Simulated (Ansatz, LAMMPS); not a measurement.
# Amorphous Si0.9Ge0.1 (71 atoms): geometry optimisation

How does amorphous Si0.9Ge0.1 (71 atoms) relax, and what do bonds, charges and levels look like afterwards?

Method: Kohn-Sham DFT, PBEsol, PAW (set soft_2), plane waves, in Ansatz 0.2.0.

This is a report of a sequence of runs, with most program output left out.

## Step 1: Set-up

The cell holds 71 atoms: 64 Si and 7 Ge. Cell: a = 11.462 Å, b = 11.462 Å, c = 11.462 Å, α = 90.0°, β = 90.0°, γ = 90.0°. 71 atoms (64 Si, 7 Ge) placed at random at 2.54 g/cm³, melted at 3500 K for 10 ps at fixed volume with the Tersoff potential (Tersoff, Phys. Rev. B 39, 5566 (1989)). Quenched from 3500 K to 300 K at 100 K/ps and fixed volume, held 5 ps.

Limits known from the start: The quench rate of 100 K/ps is orders of magnitude faster than experiment, which tends to freeze in extra defects. The starting topology of bonds comes from the classical model. Sampling is at Γ alone, for a cell whose shortest periodic width is 11 Å.

## Step 2: Making the structure

A classical potential makes the cell, at a small fraction of what the same run would cost in DFT.

This step: classical MD, Tersoff potential (Tersoff, Phys. Rev. B 39, 5566 (1989)) (LAMMPS 22 Jul 2025 - Update 4).

Input file in.lmp:

```
# melt-quench of Si64Ge7
units metal
atom_style atomic
boundary p p p
region box block 0 11.4616 0 11.4616 0 11.4616
create_box 2 box
mass 1 28.0850   # Si
mass 2 72.6300   # Ge
create_atoms 1 random 64 310020 NULL overlap 1.99 maxtry 2000
create_atoms 2 random 7 310027 NULL overlap 1.99 maxtry 2000
pair_style tersoff
pair_coeff * * SiCGe.tersoff Si(D) Ge
neigh_modify delay 0 every 1 check yes
thermo_style custom step time temp pe press density
thermo_modify norm yes
timestep 0.001
thermo 100
min_style cg
minimize 1e-4 1e-4 200 2000
reset_timestep 0
velocity all create 3500 310021 mom yes dist gaussian
fix lim all nve/limit 0.05
fix lan all langevin 3500 3500 0.1 310022 zero yes
thermo 500
run 1000 post no
unfix lim
unfix lan
thermo 1666
fix md all nvt temp 3500 3500 0.1
run 10000 post no
unfix md
thermo 3200
fix md all nvt temp 3500 300 0.1
run 32000 post no
unfix md
thermo 2500
fix md all nvt temp 300 300 0.1
run 5000 post no
unfix md
write_dump all custom glass.dump id type xs ys zs modify sort id
```

Launch:

```
$ lmp -in in.lmp -log none -nocite
```

It took 28 s on 1 thread of Intel Xeon at 2.80GHz (Skylake/Cascade Lake), shared host; peak memory 0.35 GiB.

## Step 3: Single point at the start

A single point comes first, to see the forces before anything moves.

Input file input.yaml:

```yaml
crystal:
  lattice:
    - [11.4616, 0.0, 0.0]
    - [0.0, 11.4616, 0.0]
    - [0.0, 0.0, 11.4616]
  atoms:
    - { symbol: Si, position: [0.02413, 0.66637, 0.88462] }
    - { symbol: Si, position: [0.488, 0.76185, 0.5122] }
    - { symbol: Si, position: [0.06681, 0.3376, 0.22424] }
    - { symbol: Si, position: [0.59847, 0.56246, 0.91641] }
    - { symbol: Si, position: [0.74813, 0.54738, 0.51892] }
    - { symbol: Si, position: [0.50182, 0.79284, 0.11775] }
    - { symbol: Si, position: [0.58356, 0.97429, 0.04151] }
    - { symbol: Si, position: [0.32502, 0.61986, 0.48732] }
[... 59 atom lines left out ...]
    - { symbol: Ge, position: [0.31004, 0.88157, 0.86225] }
    - { symbol: Ge, position: [0.91511, 0.18644, 0.2588] }
    - { symbol: Ge, position: [0.38195, 0.36698, 0.15006] }
    - { symbol: Ge, position: [0.70972, 0.92377, 0.34] }
kpoints:
  mp_grid: { grid: [1, 1, 1] }
hamiltonian:
  xc: pbesol
scf:
  occupations: { method: gaussian, width: 0.025 }
output:
  forces: true
  stress: true
  populations: true
  dos:
    method: { smearing: { sigma: 0.15 } }
    de: 0.1
    projected: { site_lists: { Ge: [Ge], Si: [Si] } }
  eigenvalues: true
```

Launch:

```
$ ansatz run input.yaml --threads 4 --pin off --max-ram 8192MiB --backend cpu --events-out ev --progress --plain --runs-dir out
```

Elapsed: 28 s, on 4 threads of Arm Neoverse N1, shared host; peak memory 1.5 GiB.

The run gave:

```
free energy                             : -69521.9751 eV
free energy per atom                    : -979.1827 eV/atom
SCF cycles                              : 11
pressure                                : -3.361 GPa
r.m.s. force component                  : 0.447 eV/Å
longest force                           : 1.621 eV/Å
Fermi energy                            : 6.072 eV
levels partly filled by over 2 per cent : 2
spilling of the projection              : 0.009494
```

The r.m.s. force component of 0.45 eV/Å and the pressure of -3.4 GPa set the starting point.

Neighbours are counted within 2.88 Å (Si-Si), 2.88 Å (Si-Ge), 3.12 Å (Ge-Ge).

Length of the force by element and coordination:

```tsv
element	coordination	atoms	mean length of the force (eV/Å)	spread	least	most
Ge	all	7	0.523	0.223	0.253	0.933
Ge	4	5	0.479	0.235	0.253	0.933
Ge	5	2	0.634	0.137	0.497	0.771
Si	all	64	0.712	0.349	0.162	1.62
Si	4	46	0.688	0.325	0.162	1.62
Si	5	16	0.821	0.397	0.226	1.51
Si	6	2	0.418	0.130	0.288	0.548
```

## Step 4: Relaxation

The atoms are relaxed in the fixed cell, aiming at the force tolerance of the input.

input.yaml, the sections that differ from step 3:

```yaml
output:
  forces: true
relax:
  f_tol: 0.03
  max_steps: 200
# crystal, kpoints, hamiltonian, scf: as in step 3
```

Wall time 11 min (4 threads); peak memory 1.5 GiB; 42 min of CPU time.

Relaxation path (22 of 65):

```tsv
step	energy less that of the first step (eV)	largest force component (eV/Å)
1	0.0000	1.5970
4	-4.1823	0.3206
7	-5.0764	0.3449
10	-5.4677	0.1495
13	-6.0683	0.4185
16	-6.8631	0.7685
19	-7.3490	0.1993
22	-7.4587	0.0726
25	-7.5061	0.1106
28	-7.5472	0.0999
31	-7.5816	0.0610
35	-7.6146	0.0944
38	-7.6729	0.2785
41	-7.8129	0.2127
44	-7.9020	0.2012
47	-7.9411	0.0620
50	-8.0020	0.5400
53	-8.6030	0.3481
56	-8.8557	0.0910
59	-9.1036	0.5087
62	-9.3154	0.1472
65	-9.3373	0.0168
```

Relaxation step 63 was tried and not accepted.

The atoms that moved most (Å):

```tsv
atom	dx	dy	dz	length
Si63	-0.077	2.089	-0.477	2.144
Si46	0.749	-1.312	-0.286	1.538
Si17	0.876	-1.024	0.207	1.363
Si64	-0.554	1.125	-0.327	1.296
Si53	0.146	-1.026	-0.740	1.273
Si57	-0.846	-0.941	0.043	1.266
Si19	0.719	-0.484	0.717	1.125
Ge67	0.637	-0.329	0.704	1.005
```

The relaxation changed the energy by -132 meV/atom, and atoms moved by 0.67 Å r.m.s., 2.1 Å at most.

## Step 5: Local order after relaxation

Bonds before and after, by the cutoffs listed below:

```tsv
pair	bonds before	bonds after	mean before (Å)	mean after (Å)	spread before (Å)	spread after (Å)
Si-Si	125	120	2.456	2.397	0.096	0.064
Si-Ge	25	21	2.481	2.456	0.082	0.070
Ge-Ge	2	3	2.633	2.565	0.081	0.026
```

Density 2.54 g/cm³, 21.21 Å³ an atom.

g(r), total and by pair (bins of 0.2 Å):

```tsv
r (Å)	total	Si-Si	Si-Ge	Ge-Ge
2.20	0.05	0.06	0.00	0.00
2.40	5.25	5.72	3.42	0.00
2.60	0.61	0.35	1.24	11.05
2.80	0.06	0.00	0.34	0.00
3.00	0.11	0.00	0.60	0.00
3.20	0.41	0.40	0.51	0.00
3.40	0.84	0.80	1.04	0.00
3.60	1.11	1.17	0.93	0.00
3.80	2.18	2.04	2.78	3.25
4.00	1.50	1.52	1.50	0.00
4.20	1.10	1.25	0.54	0.00
4.40	0.78	0.73	1.04	0.00
4.60	0.74	0.76	0.57	1.20
4.80	0.68	0.67	0.75	0.00
5.00	0.73	0.70	0.79	1.96
5.20	0.85	0.83	0.94	0.90
5.40	1.24	1.29	1.02	0.86
5.60	1.23	1.25	1.19	0.00
```

Bonds by pair of elements; cutoffs follow the first minimum of g(r), held within bounds set by covalent radii, and pairs that aren't listed don't count as bonded:

```tsv
pair A-B	cutoff (Å)	bonds	mean length (Å)	spread (Å)	shortest (Å)	B about A	A about B
Si-Si	2.88	120	2.40	0.064	2.28	3.75	3.75
Si-Ge	2.73	21	2.46	0.07	2.38	0.328	3
Ge-Ge	3.02	3	2.56	0.026	2.54	0.857	0.857
```

How many atoms have how many bonded neighbours:

```tsv
element	mean	3	4	5
Ge	3.86	2	4	1
Si	4.08	1	57	6
```

Bond angles, per cent of each kind in bins of 5°:

```tsv
angle (°)	Si-Si-Si	Ge-Si-Si	Si-Ge-Si	Ge-Ge-Si
55–60	0.6	0.0	0.0	0.0
60–65	0.3	0.0	0.0	0.0
65–70	0.0	0.0	0.0	0.0
70–75	0.0	1.7	0.0	0.0
75–80	0.3	5.1	0.0	20.0
80–85	2.9	1.7	4.3	6.7
85–90	6.1	6.8	4.3	6.7
90–95	7.0	8.5	13.0	0.0
95–100	9.6	8.5	17.4	20.0
100–105	12.2	18.6	17.4	6.7
105–110	16.6	15.3	8.7	13.3
110–115	13.4	8.5	0.0	13.3
115–120	10.2	8.5	8.7	0.0
120–125	6.7	3.4	4.3	0.0
125–130	7.0	3.4	0.0	0.0
130–135	2.3	1.7	0.0	13.3
135–140	2.3	5.1	4.3	0.0
140–145	1.2	0.0	13.0	0.0
145–150	0.3	1.7	0.0	0.0
150–155	0.3	0.0	4.3	0.0
155–160	0.0	0.0	0.0	0.0
160–165	0.3	0.0	0.0	0.0
165–170	0.0	0.0	0.0	0.0
170–175	0.3	0.0	0.0	0.0
175–180	0.0	1.7	0.0	0.0
```

Bond angles (no mean is given where the spread exceeds 20°):

```tsv
angle	count	mean (°)	spread (°)
Si-Si-Si	343	109	15.2
Ge-Si-Si	59	107	18.4
Si-Ge-Si	23	111	19.7
Ge-Ge-Si	15	100	16.9
Ge-Si-Ge	3	115	16.2
```

Bond length by coordination (bonds to H left out):

```tsv
element	coordination	atoms	mean bond length (Å)
Ge	3	2	2.46
Ge	4	4	2.47
Ge	5	1	2.55
Si	3	1	2.32
Si	4	57	2.40
Si	5	6	2.45
```

Rings of the network by King's shortest-path rule, up to 12 atoms, one path for each pair of neighbours; H, halogens, alkali and alkaline-earth atoms are left out, and the last column divides by all other atoms, bonded or not:

```tsv
ring size (atoms)	rings	per network atom
3	1	0.014
4	8	0.113
5	42	0.592
6	46	0.648
7	39	0.549
8	12	0.169
9	1	0.014
```

With the cutoffs above, 57 % of Ge atoms have 4 and 89 % of Si atoms have 4 bonded neighbours. The Si-Si-Si angle averages 109° with a spread of 15°. Rings of 6 atoms are the most common (31 % of those counted); sizes run from 3 to 9.

## Step 6: Single point at the relaxed geometry

The electronic structure is read at the final geometry, in a run of its own.

Input file input.yaml:

```yaml
crystal:
  lattice:
    - [11.4616, 0.0, 0.0]
    - [0.0, 11.4616, 0.0]
    - [0.0, 0.0, 11.4616]
  atoms:
    - { symbol: Si, position: [0.02142, 0.63367, 0.8479] }
    - { symbol: Si, position: [0.46681, 0.77664, 0.50639] }
    - { symbol: Si, position: [0.04386, 0.35086, 0.225] }
    - { symbol: Si, position: [0.56651, 0.56307, 0.94353] }
    - { symbol: Si, position: [0.71898, 0.55513, 0.54905] }
    - { symbol: Si, position: [0.49116, 0.79705, 0.11038] }
    - { symbol: Si, position: [0.54806, 0.98843, 0.05422] }
    - { symbol: Si, position: [0.32731, 0.63129, 0.51926] }
[... 59 atom lines left out ...]
    - { symbol: Ge, position: [0.30417, 0.81579, 0.81801] }
    - { symbol: Ge, position: [0.89252, 0.19803, 0.22268] }
    - { symbol: Ge, position: [0.36147, 0.39856, 0.18104] }
    - { symbol: Ge, position: [0.70514, 0.93633, 0.33194] }
kpoints:
  mp_grid: { grid: [1, 1, 1] }
hamiltonian:
  xc: pbesol
scf:
  occupations: { method: gaussian, width: 0.025 }
output:
  forces: true
  stress: true
  populations: true
  dos:
    method: { smearing: { sigma: 0.15 } }
    de: 0.1
    projected: { site_lists: { Ge: [Ge], Si: [Si] } }
  eigenvalues: true
  write_density: true
  write_potential: true
  volumetric_format: npy
  elf: true
```

The job ended after 27 s (4 threads; peak memory 1.5 GiB; 1.7 min of CPU time).

Read from the output:

| Property | Result |
| --- | --- |
| free energy | -69531.3124 eV |
| free energy per atom | -979.3143 eV/atom |
| SCF cycles | 11 |
| pressure | -1.56 GPa |
| r.m.s. force component | 0.00606 eV/Å |
| longest force | 0.02065 eV/Å |
| Fermi energy | 6.187 eV |
| gap (highest filled to lowest empty level) | 0.3247 eV |
| spilling of the projection | 0.008858 |

Löwdin charges by element and coordination (they lack the spilled electrons, 0.044 e an atom on average):

```tsv
element	coordination	atoms	mean charge (e)	spread	least	most
Ge	all	7	-0.0347	0.0361	-0.0843	0.0226
Ge	3	2	-0.0162	0.0388	-0.055	0.0226
Ge	4	4	-0.0419	0.0359	-0.0843	0.0144
Ge	5	1	-0.0431	0	-0.0431	-0.0431
Si	all	64	0.0528	0.0223	0.0107	0.115
Si	3	1	0.115	0	0.115	0.115
Si	4	57	0.0504	0.0204	0.0107	0.106
Si	5	6	0.0651	0.023	0.0397	0.0995
```

Density of states as counts of states in windows of 1 eV (from the Fermi level), total and the larger projections:

```tsv
from (eV)	to (eV)	total	Si p	Si s	Ge p
-14	-13	0.0	0.0	0.0	0.0
-13	-12	2.0	0.1	1.6	0.0
-12	-11	12.3	3.0	7.4	0.4
-11	-10	21.1	6.1	12.7	0.7
-10	-9	15.5	4.8	9.0	0.5
-9	-8	20.3	6.9	11.1	0.7
-8	-7	23.8	9.3	12.3	0.9
-7	-6	16.7	8.5	6.7	0.8
-6	-5	19.4	12.2	5.3	1.1
-5	-4	24.2	18.1	3.8	1.8
-4	-3	32.2	25.6	3.4	2.5
-3	-2	44.7	37.0	3.2	3.5
-2	-1	38.5	32.0	2.1	3.4
-1	0	13.4	9.1	1.5	2.1
0	1	22.7	13.2	4.9	2.0
1	2	36.2	21.5	6.9	2.3
2	3	43.8	25.6	7.1	2.7
```

Between -26 and -14 eV lie 70 more states.

The levels nearest the highest filled one (over half full), pooled over k-points and spins:

```tsv
level less the highest filled one (eV)	occupation
-0.728	2
-0.632	2
-0.590	2
-0.362	2
-0.301	2
0	2
0.325	0
0.439	0
0.461	0
0.584	0
0.670	0
0.719	0
```

Valence density in the ab plane at fractional z = 0.028, with atoms of Si and Ge within 0.2 Å of it. It is the smooth field of the valence electrons, not physical close to the nuclei.

Ten steps, logarithmic in the rise over the least value, from '0' (0 e/Å³) to '9' (25 e/Å³), each cell a mean:
```
00000000000000111112222101110000
11111000000000011111111111110000
36531000000000011111000111100001
69952100000000111110000000000012
47741100000001122110000000000012
12221111100001122110000000000001
00111222110000111110000000000000
00001233210000001111000000000000
00001122110000000111100000011110
00000112110000001122110000111111
10000112211000001121110000111111
11111111111100001111100000111122
21112221012111000000000000011112
11112221111111110000000000000111
10011111111111111000000000000001
11111000000011111110000000000001
11110000000001111111111100000000
11110000000001110121111111111001
11111111100001211111111111111111
11112211111111121110000111101111
00112100121111111100000011111111
00011111121111111110000112221100
00001111111111111111111122211000
00000110000001121111212111210000
```
Columns run along a (11.5 Å), rows up along b (11.5 Å). Atoms in or near the plane, at fractional coordinates: Si at (0.25, 0.49), Si at (0.21, 0.13), Si at (0.50, 0.26), Si at (0.85, 0.16), Si at (0.76, 0.98), Si at (0.05, 0.41), Ge at (0.05, 0.84).

ELF in the ab plane at fractional z = 0.028, with atoms of Si and Ge within 0.2 Å of it. It is the smooth field of the valence electrons, not physical close to the nuclei.

Ten even steps from '_' (0.02) to '@' (0.92), each cell a mean:
```
..::::::--::::....____..--==**##++--==%%@@@@%%====--==++--..____
----======--..____________::==**##****##%%%%##++++**##**--..::--
--::::--==--..____________..--++####**==----==++##%%##++::::====
::____::--::..__________..::++**##**==::..__..::==++==::::--**++
--....--------::::..__..::==##%%%%##==::________......__..--**++
++====++**++++++++--::..::++##@@%%##==::__________________..==**
--==++++++======++++::....--++**++==::::..__________________..::
....::====------====::..__....::::::------::..____..::====--::..
..__..::----====++++::________..::++######++::____::++##%%##**==
--..__..--++##%%%%##==..______::++##@@@@@@**::__..--##%%##**++++
++--....--**%%%%##**++::......--**%%@@@@%%++::__..==##**====++##
%%**====**##++==----++++--::--==++******++--....::++##**==++%%@@
@@**++##@@@@##==--==####++----====----::::......--++******%%@@@@
**==--**@@@@@@++==**##**++======--..________..::::::----==**%%%%
==----==##%%##++==========******++::........::::::..____..::++**
####**++==--::........::==##%%%%##**++++++======--::________::++
##%%##++::..__________..==##%%**==++%%%%%%##++++++++--::......==
++****++--::----::..__..--**++--====%%@@@@##**##%%%%##++====----
++++**######****++==::::==####++----**####****##@@@@##==++**##**
**++##@@@@%%++==**##**==++##%%##++====--::::--++##**------##%%##
++==**%%%%**----**@@@@##++****++--::....____..--****====--**##**
::::--++##++--==##@@@@%%++++++====----::::..::++%%@@@@%%****++--
____..--++####****######**####%%##++++********##%%@@@@@@##==::__
______..--==++==------==**##%%@@**====##@@@@%%++==++####==..____
```
Columns run along a (11.5 Å), rows up along b (11.5 Å). Atoms in or near the plane, at fractional coordinates: Si at (0.25, 0.49), Si at (0.21, 0.13), Si at (0.50, 0.26), Si at (0.85, 0.16), Si at (0.76, 0.98), Si at (0.05, 0.41), Ge at (0.05, 0.84).

Mean Löwdin charges: Ge -0.03, Si +0.05 e (they miss 0.89 % of the electrons, so they add up to more than the cell's charge). Charges this small depend on the projection, at times even in sign. Within 0.4 eV of the Fermi level the largest share is Si p (64 % of the projected weight).

A closer look about Si54, picked at random: 10 atoms, nearest first, numbered in the order of the input, with positions taken from that point.

```tsv
atom	x	y	z	distance (Å)	bonds	Löwdin charge (e)
Si54	0.00	0.00	0.00	0.00	4	0.06
Si13	0.68	1.75	-1.33	2.30	4	0.01
Si63	-1.97	0.37	1.21	2.34	4	0.05
Si30	1.52	-0.88	1.56	2.35	5	0.10
Ge67	-1.15	-1.60	-1.39	2.41	3	-0.06
Si51	1.68	-2.71	0.08	3.18	4	0.11
Si12	0.78	3.08	0.57	3.23	4	0.10
Si22	-0.14	-0.42	-3.41	3.44	4	0.04
Si14	-0.92	0.84	3.28	3.51	4	0.05
Si53	1.00	2.12	2.67	3.55	4	0.06
```

The column of bonds counts only the pairs Si-Si within 2.88 Å, Si-Ge within 2.73 Å, Ge-Ge within 3.02 Å; other neighbours, such as metal atoms beside each other in a compound, aren't counted, and periodic images can show an atom twice.

## Step 7: Another setting: hamiltonian.xc = "revpbe"

This functional strengthens the gradient correction of exchange, which tends to weaken binding against PBE. Changed here: hamiltonian.xc = "revpbe".

This step: Kohn-Sham DFT, revPBE, PAW (set soft_2), plane waves (Ansatz 0.2.0).

input.yaml, the sections that differ from step 6:

```yaml
crystal:
  lattice:
    - [11.4616, 0.0, 0.0]
    - [0.0, 11.4616, 0.0]
    - [0.0, 0.0, 11.4616]
  atoms:
    [... the 71 atom lines of step 3 ...]
hamiltonian:
  xc: revpbe
output:
  forces: true
  stress: true
  populations: true
  dos:
    method: { smearing: { sigma: 0.15 } }
    de: 0.1
    projected: { site_lists: { Ge: [Ge], Si: [Si] } }
  eigenvalues: true
# kpoints, scf: as in step 6
```

Wall time 25 s (4 threads); peak memory 1.5 GiB; 94 s of CPU time.

Geometry and reference: those of the single point at the start.

Forces differ from those of the single point at the start by 30 meV/Å r.m.s., 6.7 % of their size; the pressure by +2.8 GPa. It took 0.89 times the reference's time (shared host, so rough).

## Step 8: Summary of results

| Quantity | Value |
| --- | --- |
| energy change in the relaxation | -131.5 meV/atom |
| r.m.s. displacement | 0.674 Å |
| largest displacement | 2.144 Å |
| free energy per atom | -979.3143 eV/atom |
| pressure | -1.56 GPa |
| r.m.s. force component | 0.00606 eV/Å |
| gap (highest filled to lowest empty level) | 0.3247 eV |
| wall time of the 4 DFT runs | 12 min |

In words: Relaxation lowers the energy by 132 meV/atom and moves atoms by 0.67 Å r.m.s.; the r.m.s. force component goes from 0.45 to 0.0061 eV/Å, the pressure goes from -3.4 to -1.6 GPa. By the final cutoffs 18 of 152 bonded pairs parted and 10 joined. First to last step the energy falls by 9.337 eV; the largest move, 2.14 Å, is that of Si63. The Si-Si bonds go from 2.456 Å (spread 0.096) to 2.397 Å (spread 0.064), and their number from 125 to 120. With the cutoffs above, 57 % of Ge atoms have 4 and 89 % of Si atoms have 4 bonded neighbours. The highest filled and lowest empty levels differ by 0.325 eV (at Γ alone); a semilocal functional tends to put such gaps too low. In a disordered cell it changes from sample to sample, and tail or defect levels can set it.

**Limits.** The network of bonds at the start is that of the classical potential that made the cell; in DFT 18 of its 152 bonded pairs passed out of the cutoffs and 10 came within them. The pressure of -1.6 GPa shows the cell to be stretched for this functional.

[Logs are printed without paths, hosts, clocks, repeated set-up lines and the standing remarks that a program may print on its own settings, such as how far it seeks lower states.]

[Hosts, paths, dates, database ids (printed as entryN), source tags and the programs' standing remarks are cut or masked in the printed files.]
